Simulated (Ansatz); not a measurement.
# CO on Zr(0001), hcp start, 2x2 cell: work function, bands and core levels

Aim: how the adsorbate changes the work function, the valence spectrum and the core levels in CO on Zr(0001), hcp start, 2x2 cell.

Program: Ansatz 0.2.0. Level of theory: DFT, PBE, plane-wave PAW, default files, scalar-relativistic. Results are calculated unless marked as measured.

## Step 1: The structure

The cell holds 4 atoms: 4 Zr. Cell: a = 3.230 Å, b = 3.230 Å, c = 22.755 Å, α = 90.0°, β = 90.0°, γ = 60.0°. It derives from Zr. Vacuum lies along c.

## Step 2: The clean face

The clean face is the reference for what the added atoms change.

The input, input.yaml:

```yaml
crystal:
  lattice:
    - [3.23, 0.0, 0.0]
    - [1.615, 2.7972620542, 0.0]
    - [0.0, 0.0, 22.755]
  atoms:
    - { symbol: Zr, position: [0.0, 0.0, 0.670402109] }
    - { symbol: Zr, position: [0.666666667, 0.666666667, 0.556800703] }
    - { symbol: Zr, position: [0.0, 0.0, 0.443199297] }
    - { symbol: Zr, position: [0.666666667, 0.666666667, 0.329597891] }
kpoints:
  mp_grid: { grid: [18, 18, 1] }
scf:
  occupations: { method: fermi_dirac, width: 0.05 }
  n_extra_bands: 12
hamiltonian:
  xc: pbe
  pseudopotentials: { kind: paw }
output:
  forces: true
  write_potential: true
  volumetric_format: []
  dos:
    projected: true
    de: 0.05
    e_range: [-30, 12]
    method: { smearing: { sigma: 0.1, scheme: gaussian } }
efield:
  axis: 3
  dipole_correction: true
relax:
  f_tol: 0.03
  max_steps: 50
  constraints: [{ sites: [2, 3] }]
```

Command:

```sh
$ ansatz run input.yaml --threads 8 --pin off --max-ram 20480MiB --backend cpu --events-out ev --progress --plain --runs-dir out
```

Numbers of over 12 decimals in the logs are rounded to 6 here.

Log:

```text
scf.n_extra_bands = 12 over 24 filled bands (N_el = 48.0): the run solves 36 bands
Engine: ansatz 0.2.0, aarch64-unknown-linux-gnu
Pseudopotentials: kind: paw
Pseudopotential: Zr, paw, valence charge 12, recommended cutoff 420 eV (normal), Zr.paw.azcp
Functional definition: PBE
  parameter kappa = 0.804
  parameter beta = 0.066725
  exchange = pbe_x(kappa = kappa, mu = beta*pi^2/3)
  correlation = pbe_c(beta = beta)
Crystal: 4 atoms, lattice volume = 205.595 Å³
Basis set: ecut = 420 eV, 4109 PW (Γ), exchange–correlation on 48×48×320 points (8 copies of the dense FFT grid, shifted against one another)
Bands: 36, of which v1, the nominal top of the filled ones, is band 24 counted from 1 (23 counted from 0)
Symmetry: 6 space group operations
k-points: 37 of 324 (time reversal used)
Non-local potential: Zr, projectors of the file, l = 0: 3, l = 1: 2, l = 2: 2, l = 3: 2
PAW form: soft (Blöchl's): semilocal exchange-correlation on the pseudo side does not see the compensation charge
PAW one-centre angular grid: Zr, 590 points (default); XC on 64 Gauss nodes
Initial density: superposition of atomic densities (neutral atoms: chi_scale 0, normalization atom), corrected by the library's trained network
Initial wavefunctions: pseudopotential atomic-orbital guess
Functional: x = pbe(κ = 0.804, μ = 0.219515), c = pbe(β = 0.066725)
SCF iter   1: F=—  HF=-16733.460048 eV  |F-HF|=—  |Δ(HF+E_count)|=         —  Δρ=5.03e-3  dr2=5.61e-1  ethr=1.77e-3  p=0.000 e·Å  D=6.24e-14 V/Å  ΔV_dip=-0.00 eV  dr2_dipole=1.52e-5  V_vac-E_F(+/−)=4.14/4.14 eV  ⟨swp⟩=5.5  Hψ=5623  notcnv=0  defer=12
efield: sawtooth ramp at fractional position 0.9500 (placed from the atoms, in the widest stretch of the axis that holds none; the zero of the levels goes with the place), width 0.1000; the density the first Hamiltonian is built on has a dipole p = 0.000 e·Å; the dipole correction subtracts the counter field D = 6.24e-14 V/Å, which shifts the + side's vacuum level by -0.00 eV against the − side's; the planar-averaged density in the ramp window peaks in size at 7.5e-5 e/Å³
preconditioner: auto → LDOS  [metal: Δε(μ)=0.020 eV  Ē_g=3.546 eV  σ=0.050 eV  W_gap=0.10  n_scr=14 (ndim 8)  ℏωp=10.4 eV  f_vac=0.462  D(μ)=7.38/eV (n_scr^D=72)  β→1.0]
SCF iter   2: F=—  HF=-16733.448030 eV  |F-HF|=—  |Δ(HF+E_count)|=   1.20e-2  Δρ=1.31e-3  dr2=9.06e-3  ethr=1.17e-3  p=0.000 e·Å  D=1.84e-5 V/Å  ΔV_dip=-0.00 eV  dr2_dipole=1.40e-5  V_vac-E_F(+/−)=4.16/4.16 eV  ⟨swp⟩=1.4  Hψ=1648  notcnv=0  defer=34
SCF iter   3: F=—  HF=-16733.448413 eV  |F-HF|=—  |Δ(HF+E_count)|=   3.83e-4  Δρ=4.71e-4  dr2=3.19e-3  ethr=1.89e-5  p=0.000 e·Å  D=2.74e-6 V/Å  ΔV_dip=-0.00 eV  dr2_dipole=2.43e-7  V_vac-E_F(+/−)=4.17/4.17 eV  ⟨swp⟩=2.4  Hψ=1897  notcnv=0  defer=76
SCF iter   4: F=—  HF=-16733.448494 eV  |F-HF|=—  |Δ(HF+E_count)|=   8.05e-5  Δρ=1.88e-4  dr2=2.17e-4  ethr=6.64e-6  p=-0.000 e·Å  D=-2.79e-6 V/Å  ΔV_dip=0.00 eV  dr2_dipole=1.57e-8  V_vac-E_F(+/−)=4.17/4.17 eV  ⟨swp⟩=1.0  Hψ=1254  notcnv=0  defer=76
iter 5 did not close the SCF: its close was put off for the readings that it lacked (scf_convergence_deferred on its scf_iter line)
SCF iter   5: F=-16733.448502 eV  HF=-16733.448500 eV  |F-HF|=1.80e-6  |Δ(HF+E_count)|=   6.88e-6  Δρ=6.21e-5  dr2=1.18e-5  ethr=4.51e-7  p=-0.000 e·Å  D=-1.94e-6 V/Å  ΔV_dip=0.00 eV  dr2_dipole=9.77e-9  V_vac-E_F(+/−)=4.17/4.17 eV  ⟨swp⟩=2.1  Hψ=1652  notcnv=0  defer=76
SCF iter   6: F=-16733.448506 eV  HF=-16733.448506 eV  |F-HF|=3.81e-7  |Δ(HF+E_count)|=   5.38e-6  Δρ=2.08e-5  dr2=1.88e-6  ethr=2.45e-8  p=-0.000 e·Å  D=-9.55e-7 V/Å  ΔV_dip=0.00 eV  dr2_dipole=1.60e-9  V_vac-E_F(+/−)=4.17/4.17 eV  ⟨swp⟩=12.5  Hψ=10880  notcnv=0
WARN: efield: at this solve's end the planar-averaged density reaches 1.23e-5 e/Å³ inside the ramp window [0.9061, 0.0939] (bound 1e-5 e/Å³); the window's nearer edge stands 5.36 Å from this solve's nearest atom along the axis. Its work functions, free energy, forces, stress, dipole, levels and responses can be off, and this figure does not tell by how much. A short vacuum, a low `basis.ecutwfc` or `basis.ecutrho_ratio` and negative occupations (`scf.occupations.method`) can put density there. See the manual's quickstart, § The vacuum guard
SCF 1 converged in 6 iterations: F = -16733.448506 eV  dr2 = 1.88e-6
  greatest PAW one-centre occupation: 0.996 electrons in one spin orbital (limit 2), on the Zr atom at site 3 (counted from 0), in its partial waves of l = 0
relax step   1: F+E_penalty+E_count = -16733.44850620 eV  Δ(F+E_penalty+E_count) = +0.000e0 eV  max|allowed force component| = 6.210e-1 eV/Å  Δτ_max = 0.0000 Å  (6 SCF iters, dr2 threshold 2.25e-5 eV, accepted)
Initial density: handed on by an earlier stage of this run
Initial wavefunctions: those handed on with the density
SCF iter   1: F=—  HF=-16733.588638 eV  |F-HF|=—  |Δ(HF+E_count)|=         —  Δρ=8.11e-3  dr2=1.67e0  ethr=3.10e-3  p=-0.000 e·Å  D=-1.32e-6 V/Å  ΔV_dip=0.00 eV  dr2_dipole=1.89e-1  V_vac-E_F(+/−)=4.16/4.16 eV  ⟨swp⟩=3.8  Hψ=3386  notcnv=0  defer=66
efield: sawtooth ramp at fractional position 0.9500 (handed on by an earlier solve), width 0.1000; the density the first Hamiltonian is built on has a dipole p = -0.000 e·Å; the dipole correction subtracts the counter field D = -1.32e-6 V/Å, which shifts the + side's vacuum level by +0.00 eV against the − side's; the planar-averaged density in the ramp window peaks in size at 1.3e-5 e/Å³
preconditioner: auto → LDOS  [metal: Δε(μ)=0.012 eV  Ē_g=3.621 eV  σ=0.050 eV  W_gap=0.06  n_scr=14 (ndim 8)  ℏωp=10.4 eV  f_vac=0.468  D(μ)=6.92/eV (n_scr^D=58)  β→1.0]
SCF iter   2: F=—  HF=-16733.496096 eV  |F-HF|=—  |Δ(HF+E_count)|=   9.25e-2  Δρ=4.90e-3  dr2=2.39e-1  ethr=3.10e-3  p=0.011 e·Å  D=1.01e-2 V/Å  ΔV_dip=-0.23 eV  dr2_dipole=4.12e-2  V_vac-E_F(+/−)=3.95/4.18 eV  ⟨swp⟩=2.1  Hψ=2208  notcnv=0  defer=74
SCF iter   3: F=—  HF=-16733.477907 eV  |F-HF|=—  |Δ(HF+E_count)|=   1.82e-2  Δρ=1.97e-3  dr2=5.40e-2  ethr=4.98e-4  p=0.005 e·Å  D=4.81e-3 V/Å  ΔV_dip=-0.11 eV  dr2_dipole=9.21e-3  V_vac-E_F(+/−)=4.08/4.19 eV  ⟨swp⟩=2.6  Hψ=2081  notcnv=0  defer=74
SCF iter   4: F=—  HF=-16733.472886 eV  |F-HF|=—  |Δ(HF+E_count)|=   5.02e-3  Δρ=4.36e-4  dr2=5.42e-3  ethr=1.13e-4  p=0.005 e·Å  D=4.41e-3 V/Å  ΔV_dip=-0.10 eV  dr2_dipole=2.12e-3  V_vac-E_F(+/−)=4.09/4.19 eV  ⟨swp⟩=2.3  Hψ=1855  notcnv=0  defer=74
[...]
SCF iter   3: F=—  HF=-16733.493828 eV  |F-HF|=—  |Δ(HF+E_count)|=   3.51e-3  Δρ=7.23e-4  dr2=4.08e-3  ethr=1.16e-4  p=0.001 e·Å  D=1.27e-3 V/Å  ΔV_dip=-0.03 eV  dr2_dipole=1.04e-4  V_vac-E_F(+/−)=4.16/4.19 eV  ⟨swp⟩=2.0  Hψ=1980  notcnv=0  defer=73
SCF iter   4: F=—  HF=-16733.493109 eV  |F-HF|=—  |Δ(HF+E_count)|=   7.20e-4  Δρ=2.02e-4  dr2=1.56e-4  ethr=8.51e-6  p=0.001 e·Å  D=8.64e-4 V/Å  ΔV_dip=-0.02 eV  dr2_dipole=3.19e-5  V_vac-E_F(+/−)=4.17/4.19 eV  ⟨swp⟩=2.1  Hψ=1970  notcnv=0  defer=75
SCF iter   5: F=-16733.493143 eV  HF=-16733.493151 eV  |F-HF|=8.34e-6  |Δ(HF+E_count)|=   4.28e-5  Δρ=6.62e-5  dr2=1.64e-5  ethr=3.68e-8  p=0.001 e·Å  D=6.28e-4 V/Å  ΔV_dip=-0.01 eV  dr2_dipole=1.21e-6  V_vac-E_F(+/−)=4.17/4.18 eV  ⟨swp⟩=14.5  Hψ=11632  notcnv=0
WARN: efield: at this solve's end the planar-averaged density reaches 1.04e-5 e/Å³ inside the ramp window [0.9048, 0.0927] (bound 1e-5 e/Å³); the window's nearer edge stands 5.39 Å from this solve's nearest atom along the axis. Its work functions, free energy, forces, stress, dipole, levels and responses can be off, and this figure does not tell by how much. A short vacuum, a low `basis.ecutwfc` or `basis.ecutrho_ratio` and negative occupations (`scf.occupations.method`) can put density there. See the manual's quickstart, § The vacuum guard
SCF 3 converged in 5 iterations: F = -16733.493143 eV  dr2 = 1.64e-5
relax step   3: F+E_penalty+E_count = -16733.49314299 eV  Δ(F+E_penalty+E_count) = -2.055e-2 eV  max|allowed force component| = 6.888e-2 eV/Å  Δτ_max = 0.0614 Å  (5 SCF iters, dr2 threshold 1.77e-5 eV, accepted)
SCF iter   1: F=—  HF=-16733.494418 eV  |F-HF|=—  |Δ(HF+E_count)|=         —  Δρ=6.57e-4  dr2=1.44e-2  ethr=2.00e-4  p=0.001 e·Å  D=6.28e-4 V/Å  ΔV_dip=-0.01 eV  dr2_dipole=3.05e-3  V_vac-E_F(+/−)=4.17/4.18 eV  ⟨swp⟩=2.2  Hψ=2245  notcnv=0  defer=72
efield: sawtooth ramp at fractional position 0.9488 (handed on by an earlier solve), width 0.1000; the density the first Hamiltonian is built on has a dipole p = 0.001 e·Å; the dipole correction subtracts the counter field D = 6.28e-4 V/Å, which shifts the + side's vacuum level by -0.01 eV against the − side's; the planar-averaged density in the ramp window peaks in size at 1.0e-5 e/Å³
preconditioner: auto → LDOS  [metal: Δε(μ)=0.013 eV  Ē_g=3.573 eV  σ=0.050 eV  W_gap=0.07  n_scr=14 (ndim 8)  ℏωp=10.4 eV  f_vac=0.465  D(μ)=7.40/eV (n_scr^D=72)  β→1.0]
SCF iter   2: F=—  HF=-16733.493860 eV  |F-HF|=—  |Δ(HF+E_count)|=   5.57e-4  Δρ=3.31e-4  dr2=9.55e-4  ethr=3.00e-5  p=0.001 e·Å  D=1.10e-3 V/Å  ΔV_dip=-0.02 eV  dr2_dipole=1.00e-6  V_vac-E_F(+/−)=4.16/4.18 eV  ⟨swp⟩=1.0  Hψ=1628  notcnv=0  defer=72
SCF iter   3: F=—  HF=-16733.493821 eV  |F-HF|=—  |Δ(HF+E_count)|=   3.93e-5  Δρ=1.34e-4  dr2=1.77e-4  ethr=1.99e-6  p=0.001 e·Å  D=8.84e-4 V/Å  ΔV_dip=-0.02 eV  dr2_dipole=2.48e-6  V_vac-E_F(+/−)=4.16/4.18 eV  ⟨swp⟩=2.1  Hψ=1839  notcnv=0  defer=72
SCF iter   4: F=—  HF=-16733.493797 eV  |F-HF|=—  |Δ(HF+E_count)|=   2.43e-5  Δρ=2.85e-5  dr2=8.63e-6  ethr=3.69e-7  p=0.001 e·Å  D=9.43e-4 V/Å  ΔV_dip=-0.02 eV  dr2_dipole=9.18e-7  V_vac-E_F(+/−)=4.16/4.18 eV  ⟨swp⟩=2.2  Hψ=1732  notcnv=0  defer=72
SCF iter   5: F=—  HF=-16733.493673 eV  |F-HF|=—  |Δ(HF+E_count)|=   1.24e-4  Δρ=8.75e-6  dr2=3.06e-7  ethr=1.80e-8  p=0.001 e·Å  D=9.68e-4 V/Å  ΔV_dip=-0.02 eV  dr2_dipole=4.28e-10  V_vac-E_F(+/−)=4.16/4.18 eV  ⟨swp⟩=1.7  Hψ=1507  notcnv=0  defer=72
SCF iter   6: F=-16733.493673 eV  HF=-16733.493673 eV  |F-HF|=4.25e-9  |Δ(HF+E_count)|=   9.12e-8  Δρ=2.43e-6  dr2=2.10e-8  ethr=2.08e-10  p=0.001 e·Å  D=9.75e-4 V/Å  ΔV_dip=-0.02 eV  dr2_dipole=1.40e-9  V_vac-E_F(+/−)=4.16/4.18 eV  ⟨swp⟩=12.7  Hψ=9098  notcnv=0
WARN: efield: at this solve's end the planar-averaged density reaches 1.02e-5 e/Å³ inside the ramp window [0.9048, 0.0927] (bound 1e-5 e/Å³); the window's nearer edge stands 5.39 Å from this solve's nearest atom along the axis. Its work functions, free energy, forces, stress, dipole, levels and responses can be off, and this figure does not tell by how much. A short vacuum, a low `basis.ecutwfc` or `basis.ecutrho_ratio` and negative occupations (`scf.occupations.method`) can put density there. See the manual's quickstart, § The vacuum guard
SCF 4 converged in 6 iterations: F = -16733.493673 eV  dr2 = 2.10e-8
relax step   4: F+E_penalty+E_count = -16733.49367286 eV  Δ(F+E_penalty+E_count) = -5.299e-4 eV  max|allowed force component| = 2.473e-2 eV/Å  Δτ_max = 0.0110 Å  (6 SCF iters, accepted)
NSCF: frozen V_eff on 37 k-points
the band table was solved once a step of the walk had ended and its energy, with any forces and stress, was formed, with the checks that follow a solve (6172 applications of the Hamiltonian). They found nothing against the state; the energy, forces and stress were not computed again (output.eigenvalues in the input reference)
WARN: The output density's exchange-correlation potential varies sharply where the density is thin. Do not read a vacuum level from v_tot or v_xc, or from such a field of the output density. On a cell that repeats whose density bears no net charge and no dipole along the vacuum's axis use v_es (v_loc + v_h of the components); under efield.dipole_correction with no amplitude use v_es + v_field, which holds any externa [...]
SCF converged after 6 iterations
Free energy (F): -16733.493673 eV
Harris-Foulkes:  -16733.493673 eV  (|F-HF|=4.25e-9)
Internal energy: -16733.434026 eV  (E = F + TS)
E sigma→0 (E₀):  -16733.463850 eV
Entropy (-TS):   -0.059646 eV (-14.912 meV/atom)
Fermi energy:    4.185520 eV
Dipole field:    D = 0.001024 V/Å  (p = 0.001164 e·Å, saw-weighted, corrected)
Work function:   Φ+ = 4.1589 eV   Φ− = 4.1823 eV
Levels:          The Fermi level and band energies are counted from a zero that moves with the ramp; work functions are not
Vacuum region:   at the solve's end the planar-averaged density reaches 1.02e-5 e/Å³ inside the ramp window [0.9048, 0.0927] (bound 1e-5 e/Å³)
--- Per-component energies (eV) ---
  E_band       = -857.750131
  E_kinetic    = 1325.804282
  E_local      = -29614.388515  (includes V_loc(G=0)·N_el)
  E_nonlocal   = 323.541958
  E_hartree    = 14094.151157
  E_xc         = -642.804208
  E_vxc        = -758.561520  (∫ρ·V_xc dr)
  E_paw        = -11816.647275  (= ΣΔE_a)
  E_vpaw       = -322.451349  (= ΣTr[D̂ρ^β])
  E_aug_tail   = 0.000098  (compensation charges beyond the density's cutoff)
  E_efield     = 0.000001  (sawtooth field / dipole correction)
  E_vefield    = -0.001701  (∫n·V_field dr)
  E_ewald      = 9596.908477
  E_smearing   = -0.059646  (= −TS)
  E_closure    = 0.000000  (closes the sum)
  Σ components = -16733.493673   (vs F -16733.493673, Δ=0.00e0)
--- Forces (eV/Å), atoms counted from 1 ---
  atom   1  Zr    -0.00000000     0.00000000     0.00304975
  atom   2  Zr     0.00000000     0.00000000    -0.02472945
  atom   3  Zr     0.00000000     0.00000000    -0.50665539
  atom   4  Zr    -0.00000000    -0.00000000     0.52829765
  max |Σ_I F_I| component: 3.74e-5 eV/Å
--- Band table (eV; the first three rows and the last of 37) ---
  k-point 0: bands = [... 20 lower, 3.9329, 4.2358, 4.7262, 4.8150, 4.9547, 4.9547, 5.0520, 5.0520, ... 8 higher]
  k-point 1: bands = [... 20 lower, 3.8918, 4.2370, 4.6202, 4.6880, 4.9041, 5.0092, 5.0217, 5.1219, ... 8 higher]
  k-point 2: bands = [... 20 lower, 3.7568, 4.1526, 4.3788, 4.4838, 4.6935, 4.8426, 5.1105, 5.2078, ... 8 higher]
  k-point 36: bands = [... 20 lower, 3.1487, 3.3630, 3.4368, 4.2308, 4.2468, 4.2951, 4.3473, 4.4526, ... 8 higher]
--- Relaxed structure (4 steps of the walk, 4 accepted, 0 SCFs on fresh bases) ---
  F+E_penalty+E_count = -16733.49367286 eV   max|allowed force component| = 2.473e-2 eV/Å
  atoms:
    - { symbol: Zr, position: [7.25988054477476e-19, 0, 0.667617] }
    - { symbol: Zr, position: [0.666667, 0.666667, 0.560772] }
    - { symbol: Zr, position: [0.0, 0.0, 0.443199] }
    - { symbol: Zr, position: [0.666667, 0.666667, 0.329598] }
```

It took 10 s on 8 threads of Arm Neoverse V1, shared host; peak memory 0.82 GiB; 76 s of CPU time.

Step by step:

```csv
step,energy less that of the first step (eV),largest force component (eV/Å)
1,0.0000,0.6210
2,-0.0241,0.5316
3,-0.0446,0.0689
4,-0.0452,0.0247
```

The run keeps the 6 symmetry operations that it works with, so distortions that break them were not tested.

The atoms that moved most (Å):

```csv
atom,dx,dy,dz,length
Zr2,0.000,0.000,0.090,0.090
Zr1,0.000,0.000,-0.063,0.063
```

Final coordinates:

```xyz
4
Lattice="3.2300 0.0000 0.0000 1.6150 2.7973 0.0000 0.0000 0.0000 22.7550" Properties=species:S:1:pos:R:3
Zr    0.0000    0.0000   15.1916
Zr    3.2300    1.8648   12.7604
Zr    0.0000    0.0000   10.0850
Zr    3.2300    1.8648    7.5000
```

Numbers from this step:

* free energy: -16733.4937 eV
* energy at zero smearing: -16733.4638 eV
* smearing term TS: 0.05965 eV
* Fermi energy: 4.186 eV
* symmetry operations: 6
* zero of energy: Fermi level
* share of occupied states in no projected shell: 0.0069 of the occupied states in the window
* DOS at the Fermi level: 7.377 states/eV/cell
* work function, upper face: 4.159 eV
* work function, lower face: 4.181 eV

Maxima picked by a test of local sharpness, so broad peaks and shoulders can be missing; peaks within 0.45 eV of a curve's cut are left out. Valence peaks, by row:

```csv
photon energy (eV),binding energy (eV),height (% of the maximum within 13 eV),main shell,its share (%)
21.2,1.95,71.18,Zr 4d,99.81
21.2,0.9,100,Zr 4d,99.85
40.8,26.9,297.6,Zr 4p,99.39
40.8,1.95,67.62,Zr 4d,98.55
40.8,0.9,100,Zr 4d,99.16
40.8,0.3,83.9,Zr 4d,99.07
1254,26.8,763.5,Zr 4p,99.72
1254,2,75.06,Zr 4d,92.43
1254,0.85,100,Zr 4d,95.79
1487,26.8,889.1,Zr 4p,99.75
1487,2,75.67,Zr 4d,90.97
1487,0.85,100,Zr 4d,94.98
8048,26.8,2990,Zr 4p,99.84
8048,2.3,100,Zr 5s,60.32
8048,0.8,92.74,Zr 4d,63.01
```

The planar mean, electrostatic potential oscillates, so the rows of the table below give means over windows of 1 Å about each position, cut where the curve ends. Its maxima inside the range that stand out by 2 % of the span (Å: eV): 8.8: -0.0689, 11.4: 0.223, 13.9: -1.02. Its minima: 7.5: -18.1, 10.1: -17.9, 12.8: -17.8, 15.2: -18.1.

From the Fermi level. Table of planar mean, electrostatic potential by z; means over each step:

```csv
z (Å),"planar mean, electrostatic potential (eV)"
0,4.17
1,4.18
2,4.18
3,4.18
4,4.15
5,3.85
6,1.57
7,-10.9
8,-10.5
9,-2.32
10,-15.2
11,-3.98
12,-6.20
13,-14.0
14,-2.70
15,-14.7
16,-5.74
17,2.77
18,3.99
19,4.14
20,4.16
21,4.16
22,4.16
```

Recipe: projected DOS times atomic cross section and asymmetry factor (unpolarised light, 54.7° from the beam), occupied states only, Fermi edge at 300 K, a Lorentzian width of 0.2 eV growing by 0.03 eV per eV of binding energy, and a resolution of 0.35 eV. Each atom is damped by exp[−depth/(λ cos θ)], θ = 75° from the normal, λ from the universal curve. Curves are cut 10 eV under the photon energy, above any shell that the free atom's threshold puts out of reach, or at the lower edge of the window: 11.2 eV at 21.2 eV, 29.1 eV at 40.8 eV, 29.1 eV at 1253.6 eV, 29.1 eV at 1486.7 eV and 29.1 eV at 8047.8 eV. Matrix elements of the solid and inelastic losses aren't modelled, nor non-dipole terms, which matter above 3 keV.

How the area divides among the shells (%):

```csv
shell,21.2 eV,40.8 eV,1253.6 eV,1486.7 eV,8047.8 eV
Zr 5s,0.2,0.4,1.2,1.3,3.2
Zr 4p,0.0,70.0,85.6,87.2,94.4
Zr 4d,99.7,29.6,13.2,11.4,2.3
```

Cross sections used, in Mb an electron:

```csv
shell,21.2 eV,40.8 eV,1253.6 eV,1486.7 eV,8047.8 eV
Zr 5s,0.033,0.038,3.0e-4,2.2e-4,7.7e-6
Zr 4p,-,1.0,0.0033,0.0024,3.5e-5
Zr 4d,5.5,0.79,9.3e-4,5.6e-4,1.5e-6
```

At the Fermi level the DOS is 7.38 states/eV a cell, and on the broadened curves Zr 4d holds 86 % of the total there.

(Continued in part 2 of 5.)

[Logs are printed without paths, hosts, clocks, repeated set-up lines and the standing remarks that a program may print on its own settings, such as how far it seeks lower states.]

[Hosts, paths, dates, database ids (printed as entryN), source tags and the programs' standing remarks are cut or masked in the printed files.]

[Maps of the electrostatic potential energy from Ansatz leave out the sawtooth potential of an applied field or a dipole correction, so their vacuum need not be flat; work functions include it.]
